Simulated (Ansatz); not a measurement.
# Resistivity from frozen vibrations: Ta(100) with 4 thermally displaced layers, 2x2, part 2 of 2

How much do lattice vibrations at 300 K scatter the electrons of Ta? Layers with random displacements are laid between perfect leads, and the resistance is followed against their length. The measured value for the pure metal at this temperature is 13.5 µΩ cm (CRC Handbook of Chemistry and Physics, 84th ed., 2003, Electrical Resistivity of Pure Metals).

Ansatz 0.2.0; Ansatz plane-wave DFT, PBE, PAW files; ballistic transport by layer matching (Landauer), zero bias; PAW set soft_1.

So far, open channels per spin nearest the Fermi level: step 2 (with 4 displaced layers) 10.5.

## 3. With 8 displaced layers

Each atom of 8 layers is moved at random, by amounts drawn from a normal law 0.0653 Å wide in each direction from the Debye model (240 K) at 300 K. A fresh draw is used; the growth of the resistance with length is what counts.

System of this step: Ta(100) with 8 thermally displaced layers, 2x2. The cell holds 72 atoms: 72 Ta. Cell: a = 6.605 Å, b = 6.605 Å, c = 29.723 Å, α = 90.0°, β = 90.0°, γ = 90.0°. It derives from Ta. Regions: lead, 40 atoms (40 Ta); scattering region, 32 atoms (32 Ta). The structure is stacked along c, and the current runs across the ab planes.

input.yaml

```yaml
crystal:
  lattice:
    - [6.60512, 0.0, 0.0]
    - [0.0, 6.60512, 0.0]
    - [0.0, 0.0, 29.72304]
  atoms:
    - { symbol: Ta, position: [0.0, 0.0, 0.0277777778] }
    - { symbol: Ta, position: [0.0, 0.5, 0.0277777778] }
    - { symbol: Ta, position: [0.5, 0.0, 0.0277777778] }
    - { symbol: Ta, position: [0.5, 0.5, 0.0277777778] }
    - { symbol: Ta, position: [0.25, 0.25, 0.0833333333] }
    - { symbol: Ta, position: [0.25, 0.75, 0.0833333333] }
    - { symbol: Ta, position: [0.75, 0.25, 0.0833333333] }
    - { symbol: Ta, position: [0.75, 0.75, 0.0833333333] }
    - { symbol: Ta, position: [0.0, 0.0, 0.1388888889] }
    - { symbol: Ta, position: [0.0, 0.5, 0.1388888889] }
    - { symbol: Ta, position: [0.5, 0.0, 0.1388888889] }
    - { symbol: Ta, position: [0.5, 0.5, 0.1388888889] }
    - { symbol: Ta, position: [0.25, 0.25, 0.1944444444] }
    - { symbol: Ta, position: [0.25, 0.75, 0.1944444444] }
    - { symbol: Ta, position: [0.75, 0.25, 0.1944444444] }
    - { symbol: Ta, position: [0.75, 0.75, 0.1944444444] }
    - { symbol: Ta, position: [0.0, 0.0, 0.25] }
    - { symbol: Ta, position: [0.0, 0.5, 0.25] }
    - { symbol: Ta, position: [0.5, 0.0, 0.25] }
    - { symbol: Ta, position: [0.5, 0.5, 0.25] }
    - { symbol: Ta, position: [0.2465635396, 0.2554509851, 0.3047206029] }
    - { symbol: Ta, position: [0.2543390909, 0.759682487, 0.304360353] }
    - { symbol: Ta, position: [0.7621715732, 0.2660310907, 0.3079257938] }
    - { symbol: Ta, position: [0.7615202794, 0.760841531, 0.3105078885] }
    - { symbol: Ta, position: [0.0018371839, 2.06006e-05, 0.3624358999] }
    - { symbol: Ta, position: [0.9910227412, 0.4846472752, 0.3591736875] }
    - { symbol: Ta, position: [0.5036827059, 0.0046760021, 0.3577363371] }
    - { symbol: Ta, position: [0.4813824796, 0.4968750209, 0.3606980251] }
    - { symbol: Ta, position: [0.2495136633, 0.256636233, 0.4193659306] }
    - { symbol: Ta, position: [0.2522823477, 0.7560562197, 0.4142609406] }
    - { symbol: Ta, position: [0.738372519, 0.2523351509, 0.4181266693] }
    - { symbol: Ta, position: [0.7571787167, 0.7558590914, 0.418389187] }
    - { symbol: Ta, position: [0.0080049272, 0.9826801299, 0.4706095497] }
    - { symbol: Ta, position: [0.0044991288, 0.5058979381, 0.4689007517] }
    - { symbol: Ta, position: [0.5115953887, 0.9956622672, 0.4717116767] }
    - { symbol: Ta, position: [0.5027066219, 0.5074099379, 0.4690742295] }
    - { symbol: Ta, position: [0.2597850134, 0.2507640247, 0.5260846046] }
    - { symbol: Ta, position: [0.2472790008, 0.7283935896, 0.5263552154] }
    - { symbol: Ta, position: [0.7517981268, 0.2429912312, 0.5270572629] }
    - { symbol: Ta, position: [0.7485492944, 0.7504782318, 0.5300197139] }
    - { symbol: Ta, position: [0.9997539121, 0.9974302885, 0.5845165244] }
    - { symbol: Ta, position: [0.0205267881, 0.4966120336, 0.5844599004] }
    - { symbol: Ta, position: [0.4844087747, 0.0132998366, 0.5847817388] }
    - { symbol: Ta, position: [0.5131743579, 0.4994162056, 0.5810426789] }
    - { symbol: Ta, position: [0.2587588439, 0.2574484713, 0.6369843465] }
    - { symbol: Ta, position: [0.2354404419, 0.7544395473, 0.6385124083] }
    - { symbol: Ta, position: [0.7758205409, 0.2439283429, 0.6377278461] }
    - { symbol: Ta, position: [0.7489051258, 0.7335413674, 0.6369359154] }
    - { symbol: Ta, position: [0.0162540727, 0.9987013703, 0.6931080547] }
    - { symbol: Ta, position: [0.9874276384, 0.5057379159, 0.6958904647] }
    - { symbol: Ta, position: [0.5025349808, 0.9961528524, 0.6951155909] }
    - { symbol: Ta, position: [0.503771904, 0.4932696425, 0.6958114635] }
    - { symbol: Ta, position: [0.25, 0.25, 0.75] }
    - { symbol: Ta, position: [0.25, 0.75, 0.75] }
    - { symbol: Ta, position: [0.75, 0.25, 0.75] }
    - { symbol: Ta, position: [0.75, 0.75, 0.75] }
    - { symbol: Ta, position: [0.0, 0.0, 0.8055555556] }
    - { symbol: Ta, position: [0.0, 0.5, 0.8055555556] }
    - { symbol: Ta, position: [0.5, 0.0, 0.8055555556] }
    - { symbol: Ta, position: [0.5, 0.5, 0.8055555556] }
    - { symbol: Ta, position: [0.25, 0.25, 0.8611111111] }
    - { symbol: Ta, position: [0.25, 0.75, 0.8611111111] }
    - { symbol: Ta, position: [0.75, 0.25, 0.8611111111] }
    - { symbol: Ta, position: [0.75, 0.75, 0.8611111111] }
    - { symbol: Ta, position: [0.0, 0.0, 0.9166666667] }
    - { symbol: Ta, position: [0.0, 0.5, 0.9166666667] }
    - { symbol: Ta, position: [0.5, 0.0, 0.9166666667] }
    - { symbol: Ta, position: [0.5, 0.5, 0.9166666667] }
    - { symbol: Ta, position: [0.25, 0.25, 0.9722222222] }
    - { symbol: Ta, position: [0.25, 0.75, 0.9722222222] }
    - { symbol: Ta, position: [0.75, 0.25, 0.9722222222] }
    - { symbol: Ta, position: [0.75, 0.75, 0.9722222222] }
kpoints:
  mp_grid: { grid: [4, 4, 1] }
hamiltonian:
  xc: pbe
  pseudopotentials: { kind: paw, azcp: { folder: soft_1 } }
scf:
  occupations: { method: fermi_dirac, width: 0.1 }
output:
  transmission: { leads: [[0, 4]], kmesh: [8, 8], e_range: [-0.05, 0.05], de: 0.05 }
  write_potential: true
  write_density: true
  volumetric_format: npy
```

The run is started by

```sh
$ ansatz run input.yaml --threads 4 --pin off --max-ram 15360MiB --backend cpu --events-out ev --progress --plain --runs-dir out
```

Numbers of over 12 decimals in the logs are rounded to 6 here.

The program printed:

```text
[...]
Crystal: 72 atoms, lattice volume = 1296.745 Å³
Basis set: ecut = 420 eV, 25307 PW (Γ)
Bands: 562, of which v1, the nominal top of the filled ones, is band 468 counted from 1 (467 counted from 0)
Symmetry: 1 space group operations
[...]
k-points: 10 of 16 (time reversal used)
[...]
SCF iter   1: F=—  HF=-715200.474782 eV  |F-HF|=—  |Δ(HF+E_count)|=         —  Δρ=4.19e-2  dr2=2.83e1  ethr=3.10e-3  ⟨swp⟩=5.9  Hψ=21814  notcnv=0  defer=10
[...]
SCF iter   7: F=-715192.101689 eV  HF=-715192.101689 eV  |F-HF|=1.40e-9  |Δ(HF+E_count)|=   3.49e-8  Δρ=1.30e-6  dr2=1.54e-8  ethr=1.07e-11  ⟨swp⟩=11.1  Hψ=17678  notcnv=0
SCF 1 converged in 7 iterations: F = -715192.101689 eV  dr2 = 1.54e-8
[...]
transmission: 189 of 1836 steps passed
transmission: 369 of 1836 steps passed
[...]
transmission: 1836 of 1836 steps passed
SCF converged after 7 iterations
Free energy (F): -715192.101689 eV
[...]
Internal energy: -715189.010706 eV  (E = F + TS)
E sigma→0 (E₀):  -715190.556198 eV
Entropy (-TS):   -3.090984 eV (-42.930 meV/atom)
Fermi energy:    18.534561 eV
[...]
--- Band table (eV; the first three rows and the last of 10) ---
  k-point 0: bands = [... 464 lower, 19.1646, 19.1740, 19.1906, 19.1994, 19.2022, 19.2044, 19.2184, 19.2305, ... 90 higher]
  k-point 1: bands = [... 464 lower, 18.8081, 18.8208, 18.8496, 18.8618, 18.8670, 18.8853, 18.9609, 18.9776, ... 90 higher]
  k-point 2: bands = [... 464 lower, 18.3560, 18.3673, 18.4526, 18.4674, 18.4960, 18.5039, 18.6028, 18.6193, ... 90 higher]
  k-point 9: bands = [... 464 lower, 17.8710, 17.8734, 17.8921, 17.8968, 17.9438, 17.9466, 17.9646, 17.9733, ... 90 higher]
--- Transmission ---
  basis      : 377 plane waves across, 54 finite elements along
  points     : 34, standing for a mesh of 8 x 8
[...]
channels       : 1.048438e1 a spin
[...]
junction   : crystal 0 to crystal 0, 0.70 to 28.77 Å
    transmission   : 7.075398e0 a spin
[...]
```

Wall time 44 min (4 threads of Arm Neoverse N1, shared host); peak memory 8.2 GiB; 2.4 h of CPU time.

Numbers from this step:

* free energy: -715192.1017 eV
* energy at zero smearing: -715190.5562 eV
* Fermi energy: 18.53 eV
* transmission per spin nearest the Fermi level: 7.075
* step of the lead's potential: 3.3 meV

Per spin. The transmission, zone mean by energy, zero at the Fermi level:

| energy (eV) | transmission, zone mean |
| --- | --- |
| -0.0500 | 7.08 |
| 0.0000 | 7.08 |
| 0.0500 | 6.77 |

Over the solved energies the transmission per spin lies between 6.77 and 7.08, out of 10.2 channels of the lead on average (up to 10.5).

## 4. With 12 displaced layers

Each atom of 12 layers is moved at random, by amounts drawn from a normal law 0.0653 Å wide in each direction from the Debye model (240 K) at 300 K. A fresh draw is used; the growth of the resistance with length is what counts.

System of this step: Ta(100) with 12 thermally displaced layers, 2x2. The cell holds 88 atoms: 88 Ta. Cell: a = 6.605 Å, b = 6.605 Å, c = 36.328 Å, α = 90.0°, β = 90.0°, γ = 90.0°. It derives from Ta. Regions: lead, 40 atoms (40 Ta); scattering region, 48 atoms (48 Ta). The structure is stacked along c, and the current runs across the ab planes.

input.yaml

```yaml
crystal:
  lattice:
    - [6.60512, 0.0, 0.0]
    - [0.0, 6.60512, 0.0]
    - [0.0, 0.0, 36.32816]
  atoms:
    - { symbol: Ta, position: [0.0, 0.0, 0.0227272727] }
    - { symbol: Ta, position: [0.0, 0.5, 0.0227272727] }
    - { symbol: Ta, position: [0.5, 0.0, 0.0227272727] }
    - { symbol: Ta, position: [0.5, 0.5, 0.0227272727] }
    - { symbol: Ta, position: [0.25, 0.25, 0.0681818182] }
    - { symbol: Ta, position: [0.25, 0.75, 0.0681818182] }
    - { symbol: Ta, position: [0.75, 0.25, 0.0681818182] }
    - { symbol: Ta, position: [0.75, 0.75, 0.0681818182] }
    - { symbol: Ta, position: [0.0, 0.0, 0.1136363636] }
    - { symbol: Ta, position: [0.0, 0.5, 0.1136363636] }
    - { symbol: Ta, position: [0.5, 0.0, 0.1136363636] }
    - { symbol: Ta, position: [0.5, 0.5, 0.1136363636] }
    - { symbol: Ta, position: [0.25, 0.25, 0.1590909091] }
    - { symbol: Ta, position: [0.25, 0.75, 0.1590909091] }
    - { symbol: Ta, position: [0.75, 0.25, 0.1590909091] }
    - { symbol: Ta, position: [0.75, 0.75, 0.1590909091] }
    - { symbol: Ta, position: [0.0, 0.0, 0.2045454545] }
    - { symbol: Ta, position: [0.0, 0.5, 0.2045454545] }
    - { symbol: Ta, position: [0.5, 0.0, 0.2045454545] }
    - { symbol: Ta, position: [0.5, 0.5, 0.2045454545] }
    - { symbol: Ta, position: [0.2290902857, 0.2372583358, 0.2494537931] }
    - { symbol: Ta, position: [0.2489275163, 0.738491458, 0.2505907866] }
    - { symbol: Ta, position: [0.7604343721, 0.2544584996, 0.250403529] }
    - { symbol: Ta, position: [0.7581869063, 0.7539978487, 0.2479468818] }
    - { symbol: Ta, position: [0.9979977161, 0.0127644192, 0.2934102309] }
    - { symbol: Ta, position: [0.0006157874, 0.4961536179, 0.2938406203] }
    - { symbol: Ta, position: [0.4900013226, 0.0009985665, 0.2960212992] }
    - { symbol: Ta, position: [0.5030545661, 0.4857062514, 0.2949356138] }
    - { symbol: Ta, position: [0.2534173411, 0.2593589336, 0.3421177378] }
    - { symbol: Ta, position: [0.2582203346, 0.7608448948, 0.342389862] }
    - { symbol: Ta, position: [0.7419419387, 0.2505737173, 0.3396274221] }
    - { symbol: Ta, position: [0.7264597797, 0.7333848721, 0.3446633426] }
    - { symbol: Ta, position: [0.9889558422, 0.9778374238, 0.3853125309] }
    - { symbol: Ta, position: [0.0150276653, 0.4995556054, 0.3870970529] }
    - { symbol: Ta, position: [0.4973279901, 0.999177304, 0.3886400846] }
    - { symbol: Ta, position: [0.5078681605, 0.4991474271, 0.387966076] }
    - { symbol: Ta, position: [0.2606208092, 0.2478336042, 0.4323034021] }
    - { symbol: Ta, position: [0.2525119504, 0.743394076, 0.4338865683] }
    - { symbol: Ta, position: [0.7483487404, 0.2438767161, 0.4288064035] }
    - { symbol: Ta, position: [0.7374918497, 0.7650783911, 0.429769234] }
    - { symbol: Ta, position: [0.0042460304, 0.996370862, 0.4781916971] }
    - { symbol: Ta, position: [0.0059535418, 0.4923266383, 0.476748181] }
    - { symbol: Ta, position: [0.5009821082, 0.001132273, 0.4772214888] }
    - { symbol: Ta, position: [0.4969034396, 0.5062215362, 0.4796398532] }
    - { symbol: Ta, position: [0.2553427429, 0.2426839244, 0.5234388807] }
    - { symbol: Ta, position: [0.2506039977, 0.7545630722, 0.5260428665] }
    - { symbol: Ta, position: [0.7478851303, 0.2498863062, 0.5211338054] }
    - { symbol: Ta, position: [0.7471438224, 0.7443741053, 0.5256025264] }
    - { symbol: Ta, position: [0.003004704, 0.9943467483, 0.5716495038] }
    - { symbol: Ta, position: [0.986871697, 0.5085133337, 0.5700082352] }
    - { symbol: Ta, position: [0.5056732997, 0.9974185825, 0.5679492666] }
    - { symbol: Ta, position: [0.4966050484, 0.5077701281, 0.5639962257] }
    - { symbol: Ta, position: [0.2449465109, 0.2515019267, 0.61259188] }
    - { symbol: Ta, position: [0.2320336126, 0.7475997043, 0.6122791607] }
    - { symbol: Ta, position: [0.7579104232, 0.2638129516, 0.6137610553] }
    - { symbol: Ta, position: [0.730881691, 0.7480607021, 0.6119755007] }
    - { symbol: Ta, position: [0.0067415358, 0.0167195934, 0.6596613961] }
    - { symbol: Ta, position: [0.0201178801, 0.514970966, 0.6603427278] }
    - { symbol: Ta, position: [0.4914966834, 0.0020647999, 0.6566840882] }
    - { symbol: Ta, position: [0.5113767862, 0.5023598069, 0.6617847062] }
    - { symbol: Ta, position: [0.2541538855, 0.2321652081, 0.7059610827] }
    - { symbol: Ta, position: [0.2606209794, 0.76788359, 0.7030612991] }
    - { symbol: Ta, position: [0.7423328386, 0.2520946579, 0.7029126301] }
    - { symbol: Ta, position: [0.7378246589, 0.7405838518, 0.7094513051] }
    - { symbol: Ta, position: [0.9950634627, 0.9911924517, 0.7494036884] }
    - { symbol: Ta, position: [0.0011127213, 0.5138120218, 0.751887225] }
    - { symbol: Ta, position: [0.5088188142, 0.0014546914, 0.7504656156] }
    - { symbol: Ta, position: [0.4946998229, 0.4861193694, 0.7538448872] }
    - { symbol: Ta, position: [0.25, 0.25, 0.7954545455] }
    - { symbol: Ta, position: [0.25, 0.75, 0.7954545455] }
    - { symbol: Ta, position: [0.75, 0.25, 0.7954545455] }
    - { symbol: Ta, position: [0.75, 0.75, 0.7954545455] }
    - { symbol: Ta, position: [0.0, 0.0, 0.8409090909] }
    - { symbol: Ta, position: [0.0, 0.5, 0.8409090909] }
    - { symbol: Ta, position: [0.5, 0.0, 0.8409090909] }
    - { symbol: Ta, position: [0.5, 0.5, 0.8409090909] }
    - { symbol: Ta, position: [0.25, 0.25, 0.8863636364] }
    - { symbol: Ta, position: [0.25, 0.75, 0.8863636364] }
    - { symbol: Ta, position: [0.75, 0.25, 0.8863636364] }
    - { symbol: Ta, position: [0.75, 0.75, 0.8863636364] }
    - { symbol: Ta, position: [0.0, 0.0, 0.9318181818] }
    - { symbol: Ta, position: [0.0, 0.5, 0.9318181818] }
    - { symbol: Ta, position: [0.5, 0.0, 0.9318181818] }
    - { symbol: Ta, position: [0.5, 0.5, 0.9318181818] }
    - { symbol: Ta, position: [0.25, 0.25, 0.9772727273] }
    - { symbol: Ta, position: [0.25, 0.75, 0.9772727273] }
    - { symbol: Ta, position: [0.75, 0.25, 0.9772727273] }
    - { symbol: Ta, position: [0.75, 0.75, 0.9772727273] }
kpoints:
  mp_grid: { grid: [4, 4, 1] }
hamiltonian:
  xc: pbe
  pseudopotentials: { kind: paw, azcp: { folder: soft_1 } }
scf:
  occupations: { method: fermi_dirac, width: 0.1 }
output:
  transmission: { leads: [[0, 4]], kmesh: [8, 8], e_range: [-0.05, 0.05], de: 0.05 }
  write_potential: true
  write_density: true
  volumetric_format: npy
```

The program printed:

```text
[...]
Crystal: 88 atoms, lattice volume = 1584.911 Å³
Basis set: ecut = 420 eV, 30897 PW (Γ)
Bands: 687, of which v1, the nominal top of the filled ones, is band 572 counted from 1 (571 counted from 0)
Symmetry: 1 space group operations
[...]
k-points: 10 of 16 (time reversal used)
[...]
SCF iter   1: F=—  HF=-874133.786515 eV  |F-HF|=—  |Δ(HF+E_count)|=         —  Δρ=4.24e-2  dr2=4.81e1  ethr=3.10e-3  ⟨swp⟩=6.1  Hψ=27430  notcnv=0  defer=37
[...]
SCF iter   7: F=-874122.881160 eV  HF=-874122.881160 eV  |F-HF|=1.32e-8  |Δ(HF+E_count)|=   6.78e-8  Δρ=1.83e-6  dr2=4.96e-8  ethr=8.74e-12  ⟨swp⟩=11.7  Hψ=20340  notcnv=0
SCF 1 converged in 7 iterations: F = -874122.881160 eV  dr2 = 4.96e-8
[...]
transmission: 243 of 2346 steps passed
transmission: 477 of 2346 steps passed
[...]
transmission: 2346 of 2346 steps passed
SCF converged after 7 iterations
Free energy (F): -874122.881160 eV
[...]
Internal energy: -874119.211710 eV  (E = F + TS)
E sigma→0 (E₀):  -874121.046435 eV
Entropy (-TS):   -3.669450 eV (-41.698 meV/atom)
Fermi energy:    18.544788 eV
[...]
--- Band table (eV; the first three rows and the last of 10) ---
  k-point 0: bands = [... 568 lower, 19.2076, 19.2090, 19.2122, 19.2218, 19.2422, 19.2471, 19.2487, 19.2538, ... 111 higher]
  k-point 1: bands = [... 568 lower, 18.8541, 18.8581, 18.8701, 18.8894, 18.9000, 18.9207, 18.9364, 18.9448, ... 111 higher]
  k-point 2: bands = [... 568 lower, 18.3553, 18.3751, 18.3868, 18.4075, 18.4564, 18.4974, 18.5637, 18.5754, ... 111 higher]
  k-point 9: bands = [... 568 lower, 17.8715, 17.8812, 17.8929, 17.9026, 17.9087, 17.9213, 17.9228, 17.9319, ... 111 higher]
--- Transmission ---
  basis      : 377 plane waves across, 69 finite elements along
  points     : 34, standing for a mesh of 8 x 8
[...]
channels       : 1.048438e1 a spin
[...]
junction   : crystal 0 to crystal 0, 0.70 to 35.37 Å
    transmission   : 5.701737e0 a spin
[...]
```

Elapsed: 62 min, on 4 threads; peak memory 8.6 GiB.

This step gave:

| Quantity | Value |
| --- | --- |
| free energy | -874122.8812 eV |
| energy at zero smearing | -874121.0464 eV |
| Fermi energy | 18.54 eV |
| transmission per spin nearest the Fermi level | 5.702 |
| step of the lead's potential | 2.1 meV |

Per spin. Table of transmission, zone mean by energy, zero at the Fermi level:

| energy (eV) | transmission, zone mean |
| --- | --- |
| -0.0500 | 5.72 |
| 0.0000 | 5.70 |
| 0.0500 | 5.47 |

Over the solved energies the transmission per spin lies between 5.47 and 5.72, out of 10.2 channels of the lead on average (up to 10.5).

## 5. Resistance against length

This step: Ansatz plane-wave DFT, PBE, PAW files; ballistic transport by layer matching (Landauer), zero bias; resistivity from the slope of the area resistance; PAW set soft_1 (Ansatz 0.2.0).

This step gave:

* resistivity: 25.45 µΩ cm
* intercept: -0.06392 fΩ m²
* scatter about the fit: 0.01159 fΩ m²

Resistance, by row:

| run | length (Å) | T | channels N | RA (fΩ m²) |
| --- | --- | --- | --- | --- |
| n4 | 6.605 | 8.534 | 10.29 | 0.1124 |
| n8 | 13.21 | 6.976 | 10.21 | 0.2559 |
| n12 | 19.82 | 5.631 | 10.21 | 0.4486 |

Table of area resistance by length of the displaced region:

| length of the displaced region (Å) | area resistance (fΩ m²) |
| --- | --- |
| 6.61 | 0.112 |
| 13.21 | 0.256 |
| 19.82 | 0.449 |

The area resistance goes from 0.11 to 0.45 fΩ m² between 6.6 and 19.8 Å, a slope of 25 µΩ cm.

By hand from the end points: (0.4486 − 0.1124) fΩ m² / (19.82 − 6.61) Å = 25 µΩ cm, since 1 fΩ m² per Å is 1000 µΩ cm.

## 6. What came out

```json
{
  "resistivity from the slope": "25.5 µΩ cm",
  "area resistance over 6.61 Å": "0.112 fΩ m²",
  "area resistance over 13.2 Å": "0.256 fΩ m²",
  "area resistance over 19.8 Å": "0.449 fΩ m²"
}
```

The slope gives 25 µΩ cm. The points scatter by 0.012 fΩ m² about the line, with one random draw a length in a 2x2 cell, so the slope is a rough value. The mean square of the displacements drawn is 0.78, 0.91 and 1.0 of the nominal one at the three lengths; with each resistance scaled back by that, the slope is 22 µΩ cm, the value used below. Read with a model of isotropic scattering on a spherical Fermi surface and the lead's 1.8×10¹⁵ S/m², this slope means a mean free path near 19 Å; over these lengths the model's slope is 1.04 times its bulk resistivity, which would be 21 µΩ cm. Uncorrelated displacements put too much weight on short waves, which scatter strongly; with the sideways repeat of a small cell, one draw and three short lengths, the method is good to a factor of two or three. The measured value is 13.5 µΩ cm (CRC Handbook of Chemistry and Physics, 84th ed., 2003, Electrical Resistivity of Pure Metals); the scaled slope is 1.6 times that and the corrected value 1.6: clearly high. Spin-orbit coupling is left out, which matters for Ta.

[Logs are printed without paths, hosts, clocks, repeated set-up lines and the standing remarks that a program may print on its own settings, such as how far it seeks lower states.]

[Hosts, paths, dates, database ids (printed as entryN), source tags and the programs' standing remarks are cut or masked in the printed files.]
